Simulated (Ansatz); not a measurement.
**BiP (model cell, started as NiAs type): phonons and vibrational spectra**

Wanted: vibrations and spectra of BiP (model cell, started as NiAs type); the cell is already relaxed.

Calculated with Ansatz 0.2.0; DFT PBEsol, scalar-relativistic, plane waves, norm-conserving pseudopotentials.

The structure was built from a prototype and need not be the compound's stable phase.

**1. Set-up**

The structure is hexagonal, space group P6_3/mmc (No. 194). Conventional cell: a = 3.968 Å, b = 3.968 Å, c = 7.176 Å, α = 90.00°, β = 90.00°, γ = 120.00°. Nearest to Bi lie 6 P at 2.91 Å. P has 6 Bi at 2.91 Å nearest. Farther neighbours are not listed.

**2. Modes at Γ**

The cell comes from relaxations at this level that are not shown. The zone centre is the only wavevector solved here; it holds the modes that light can see, as far as symmetry allows. No field response is asked, since the mesh shows no gap.

File input.yaml:

```yaml
crystal:
  lattice:
    - [3.9681428259, -2.8022e-06, 0.0]
    - [-1.9840689862, 3.4365138941, 0.0]
    - [0.0, 0.0, 7.1762173764]
  atoms:
    - { symbol: Bi, position: [0.0, 0.0, 0.0] }
    - { symbol: Bi, position: [0.0, 0.0, 0.5] }
    - { symbol: P, position: [0.3333333333, 0.6666666667, 0.25] }
    - { symbol: P, position: [0.6666666667, 0.3333333333, 0.75] }
kpoints:
  mp_grid: { grid: [12, 12, 8] }
hamiltonian:
  xc: pbesol
  pseudopotentials: { kind: nc }
scf:
  occupations: { method: methfessel_paxton, width: 0.2 }
output:
  eigenvalues: true
phonons:
  method: dfpt
```

The run is started by

```
> ansatz run input.yaml --threads 4 --pin off --max-ram 7168MiB --backend cpu --events-out ev --progress --plain --runs-dir out
```

Numbers of over 12 decimals in the logs are rounded to 6 here.

The program printed:

```text
Engine: ansatz 0.2.0, aarch64-unknown-linux-gnu
Pseudopotentials: kind: nc
Pseudopotential: Bi, nc, valence charge 15, recommended cutoff 897.975746 eV (normal), Bi.nc.azcp (PseudoDojo's, or run here from an input of PseudoDojo's: the run reads no file of this project's for it)
Pseudopotential: P, nc, valence charge 5, recommended cutoff 598.650497 eV (normal), P.nc.azcp (PseudoDojo's, or run here from an input of PseudoDojo's: the run reads no file of this project's for it)
Functional definition: PBEsol
  exchange = pbesol_x
  correlation = pbesol_c
Crystal: 4 atoms, lattice volume = 97.859 Å³
Basis set: ecut = 897.975746 eV, 5939 PW (Γ), exchange–correlation on 80×80×144 points (8 copies of the dense FFT grid, shifted against one another)
Bands: 24, of which v1, the nominal top of the filled ones, is band 20 counted from 1 (19 counted from 0)
Symmetry: 24 space group operations
k-points: 320 of 1152 (irreducible under 2 space group operations, time reversal used)
Non-local potential: Bi, projectors of the file, l = 0: 2, l = 1: 2, l = 2: 2, l = 3: 2
Non-local potential: P, projectors of the file, l = 0: 2, l = 1: 2, l = 2: 2
Initial density: superposition of atomic densities (chi_scale 0.1, normalization cell, long waves kept (reshape's long-wave potential 0.00 eV rms))
Initial wavefunctions: pseudopotential atomic-orbital guess
Functional: x = pbesol(κ = 0.804, μ = 0.123457), c = pbesol(β = 0.046)
SCF iter   1: F=—  HF=-4821.696984 eV  |F-HF|=—  |Δ(HF+E_count)|=         —  Δρ=2.92e-2  dr2=1.72e0  ethr=3.10e-3  ⟨swp⟩=6.3  Hψ=34643  notcnv=0
preconditioner: auto → Kerker (q_TF=auto, 2.350 Å⁻¹)  [metal: Δε(μ)=0.093 eV  Ē_g=16.174 eV  σ=0.200 eV  W_gap=0.35  n_scr=22 (ndim 8)  ℏωp=23.7 eV  f_vac=0.000  D(μ)=0.90/eV (n_scr^D=2)]
SCF iter   2: F=—  HF=-4821.344627 eV  |F-HF|=—  |Δ(HF+E_count)|=   3.52e-1  S|Δr|=    0.00e0  Δρ=1.51e-2  dr2=4.06e-1  ethr=3.10e-3  ⟨swp⟩=1.4  Hψ=10568  notcnv=0
SCF iter   3: F=—  HF=-4821.248617 eV  |F-HF|=—  |Δ(HF+E_count)|=   9.60e-2  S|Δr|=    0.00e0  Δρ=2.90e-3  dr2=6.66e-3  ethr=1.02e-3  ⟨swp⟩=2.0  Hψ=10675  notcnv=0
SCF iter   4: F=—  HF=-4821.249579 eV  |F-HF|=—  |Δ(HF+E_count)|=   9.63e-4  S|Δr|=    0.00e0  Δρ=4.85e-4  dr2=2.69e-4  ethr=1.67e-5  ⟨swp⟩=2.9  Hψ=14875  notcnv=0
SCF iter   5: F=—  HF=-4821.249634 eV  |F-HF|=—  |Δ(HF+E_count)|=   5.42e-5  S|Δr|=    0.00e0  Δρ=1.73e-4  dr2=2.27e-5  ethr=6.73e-7  ⟨swp⟩=2.9  Hψ=14418  notcnv=0
SCF iter   6: F=—  HF=-4821.249637 eV  |F-HF|=—  |Δ(HF+E_count)|=   2.92e-6  S|Δr|=    0.00e0  Δρ=4.19e-5  dr2=2.88e-6  ethr=5.66e-8  ⟨swp⟩=2.0  Hψ=14135  notcnv=0
SCF iter   7: F=—  HF=-4821.249745 eV  |F-HF|=—  |Δ(HF+E_count)|=   1.09e-4  S|Δr|=    0.00e0  Δρ=7.77e-6  dr2=7.56e-8  ethr=7.20e-9  ⟨swp⟩=2.0  Hψ=10895  notcnv=0
SCF iter   8: F=—  HF=-4821.249745 eV  |F-HF|=—  |Δ(HF+E_count)|=   1.78e-8  S|Δr|=    0.00e0  Δρ=2.75e-6  dr2=6.70e-9  ethr=1.89e-10  ⟨swp⟩=2.3  Hψ=13693  notcnv=0
SCF iter   9: F=—  HF=-4821.249745 eV  |F-HF|=—  |Δ(HF+E_count)|=  2.54e-10  S|Δr|=    0.00e0  Δρ=9.24e-7  dr2=5.06e-10  ethr=1.67e-11  ⟨swp⟩=2.1  Hψ=13707  notcnv=0
SCF iter  10: F=—  HF=-4821.249745 eV  |F-HF|=—  |Δ(HF+E_count)|=  1.29e-10  S|Δr|=    0.00e0  Δρ=1.12e-7  dr2=1.07e-11  ethr=1.27e-12  ⟨swp⟩=2.6  Hψ=14031  notcnv=0
SCF iter  11: F=-4821.249745 eV  HF=-4821.249745 eV  |F-HF|=0.00e0  |Δ(HF+E_count)|=  2.73e-12  S|Δr|=    0.00e0  Δρ=2.47e-8  dr2=3.46e-13  ethr=1.00e-12  ⟨swp⟩=6.8  Hψ=39876  notcnv=0
the search or the solves at the SCF's close seem to have found levels that the self-consistency loop had missed (the run counts 3). By its estimate they hold under 1e-12 electrons; where the run keeps them, the occupations were computed again with them
SCF 1 converged in 11 iterations: F = -4821.249745 eV  dr2 = 3.46e-13
DFPT response loops at Γ: preconditioner auto → Kerker (q_TF=auto, 2.350 Å⁻¹) (partly filled bands, converged f_vac=0.000); β = 1.00, the filter's whole step (`scf.mixing.beta` (0.50) is not read by the response loops under this deck's `scf.mixing.preconditioner`; to damp them name `kerker` or `kerker_dos`, under which they read `scf.mixing.beta`, and type it under 1.00, their step now; both keys bind the ground state too); Broyden in place of MSR1
the run's response loops start from zero, take more passes and end by a threshold: the memory limit or budget leaves too little room for the subspace of the ground state's own states beside the solves, or none could be made (phonons.method)
SCF converged after 11 iterations
Stability not checked: this state was not tested for a lower state beside it, because cold or Methfessel-Paxton smearing, or corrected tetrahedra, fill the levels in a way that the test cannot read (fill_not_monotonic; see scf.lower_state_search)
Free energy (F): -4821.249745 eV
Harris-Foulkes:  -4821.249745 eV  (|F-HF|=0.00e0)
Internal energy: -4821.248203 eV  (E = F + TS)
E sigma→0 (E₀):  -4821.249360 eV
Entropy (-TS):   -0.001543 eV (-0.386 meV/atom)
Fermi energy:    10.339201 eV
--- Per-component energies (eV) ---
  E_band       = -164.374531
  E_kinetic    = 2265.714407
  E_local      = -2776.933769  (includes V_loc(G=0)·N_el)
  E_nonlocal   = -779.711067
  E_hartree    = 963.291494
  E_xc         = -1265.934164
  E_vxc        = -800.027107  (∫ρ·V_xc dr)
  E_ewald      = -3227.675104
  E_smearing   = -0.001543  (= −TS)
  E_closure    = 0.000000  (closes the sum)
  Σ components = -4821.249745   (vs F -4821.249745, Δ=0.00e0)
--- Band table (eV; the first three rows and the last of 320) ---
  k-point 0: bands = [... 16 lower, 8.7116, 9.8026, 9.8026, 10.4599, 11.3443, 12.1884, 12.1884, 12.8070]
  k-point 1: bands = [... 16 lower, 8.7468, 9.7535, 9.7535, 10.2820, 11.5373, 12.1960, 12.1960, 12.7682]
  k-point 2: bands = [... 16 lower, 8.8491, 9.6171, 9.6171, 9.9351, 11.9289, 12.2272, 12.2272, 12.6660]
  k-point 319: bands = [... 16 lower, 6.9190, 6.9190, 9.2235, 9.2235, 10.4922, 10.4922, 13.6893, 13.6893]
--- Phonons (Γ-DFPT): 4 representative perturbations + reference, on 320 of 1152 k-points (Σ response iterations 29) ---
  k mesh reduced under 2 symmetry operations, with k and −k counted as one. Each operation leaves every solved perturbation unchanged. A smaller set is not used because it would not reduce the number of displacements times k-points to solve
  ASR residual: 1.872e-4 → 0.000e0 eV/Å²; symmetrization residual: 6.361e-5 eV/Å²
  ASR residual per site (eV/Å²): 1.87e-4 1.87e-4 1.40e-4 1.40e-4
  Γ frequencies (cm⁻¹): -141.92 0.00 0.00 0.00 40.49 40.49 132.72 134.78 134.78 207.03 207.03 249.52
  non-analytic LO–TO correction: not included (Born effective charges unavailable; polar crystals: no LO–TO splitting at Γ)
```

Run time: 6 min. Hardware: 4 threads of Arm Neoverse V2, shared host; peak memory 5.9 GiB.

Numbers from this step:

```
volume per atom                                         : 24.46 Å³
gap on the k-mesh                                       : 0 eV
sum-rule residual before enforcement                    : 1.87e-4 eV/Å²
point group                                             : 6/mmm
highest optical mode at the zone centre (no LO-TO term) : 249.5 cm⁻¹
lowest optical zone-centre mode                         : -141.9 cm⁻¹
```

Patterns of degenerate modes are one choice out of their space. The modes at Γ (shares of kinetic energy by element, %) (negative means imaginary):

| mode | frequency (cm⁻¹) | symmetry | Bi % | P % |
| --- | --- | --- | --- | --- |
| 1 | -141.9 | A2u | 13 | 87 |
| 2 | 0.0 | acoustic | 87 | 13 |
| 3 | 0.0 | acoustic | 87 | 13 |
| 4 | 0.0 | acoustic | 87 | 13 |
| 5 | 40.5 | E2u | 100 | 0 |
| 6 | 40.5 | E2u | 100 | 0 |
| 7 | 132.7 | B2u | 100 | 0 |
| 8 | 134.8 | E1u | 13 | 87 |
| 9 | 134.8 | E1u | 13 | 87 |
| 10 | 207.0 | E2g | 0 | 100 |
| 11 | 207.0 | E2g | 0 | 100 |
| 12 | 249.5 | B1g | 0 | 100 |

Displacements in mode 1 (-141.9 cm⁻¹), the largest set to 1:
```
Bi1  0.00  0.00 -0.15
Bi2  0.00  0.00 -0.15
P3   0.00  0.00  1.00
P4   0.00  0.00  1.00
```

Displacements in mode 10 (207.0 cm⁻¹), the largest set to 1:
```
Bi1  0.00  0.00  0.00
Bi2  0.00  0.00  0.00
P3   0.13  1.00  0.00
P4  -0.13 -1.00  0.00
```

Before it was imposed, the acoustic sum rule was missed by 1.9e-4 eV/Å². Small misses are needed for a sound result but don't prove that mesh and cutoff are converged. The lowest optical mode is imaginary, 141.9i cm⁻¹, so the energy falls along it.

**3. Results**

| Quantity | Value |
| --- | --- |
| space group (within 0.01 Å) | P6_3/mmc |
| volume per atom | 24.5 Å³ |
| electronic character | no gap on this mesh |
| highest optical mode at the zone centre (no LO-TO term) | 250 cm⁻¹ |
| lowest optical zone-centre mode | -142 cm⁻¹ |
| imaginary modes at Γ (the only wavevector solved) | yes |

What this shows: A zone-centre mode is imaginary (141.9i cm⁻¹), so this structure is not a minimum of the energy. The optical modes at Γ span -142 to 250 cm⁻¹ (negative means imaginary). No dispersion was computed. The highest mode in this list at Γ, 249.5 cm⁻¹, is mostly motion of P (100 % of the kinetic energy). With no gap, or one that is small against the smearing, the frequencies hang on the k mesh and the smearing, most of all near Kohn anomalies. Spin-orbit coupling is left out, which can matter for the heavy elements here. The starting cell was built on a prototype and not taken from a measurement, so the phase need not exist. These are harmonic frequencies at zero temperature: anharmonic shifts, linewidths and thermal expansion are left out.

[Logs are printed without paths, hosts, clocks, repeated set-up lines and the standing remarks that a program may print on its own settings, such as how far it seeks lower states.]

[Hosts, paths, dates, database ids (printed as entryN), source tags and the programs' standing remarks are cut or masked in the printed files.]
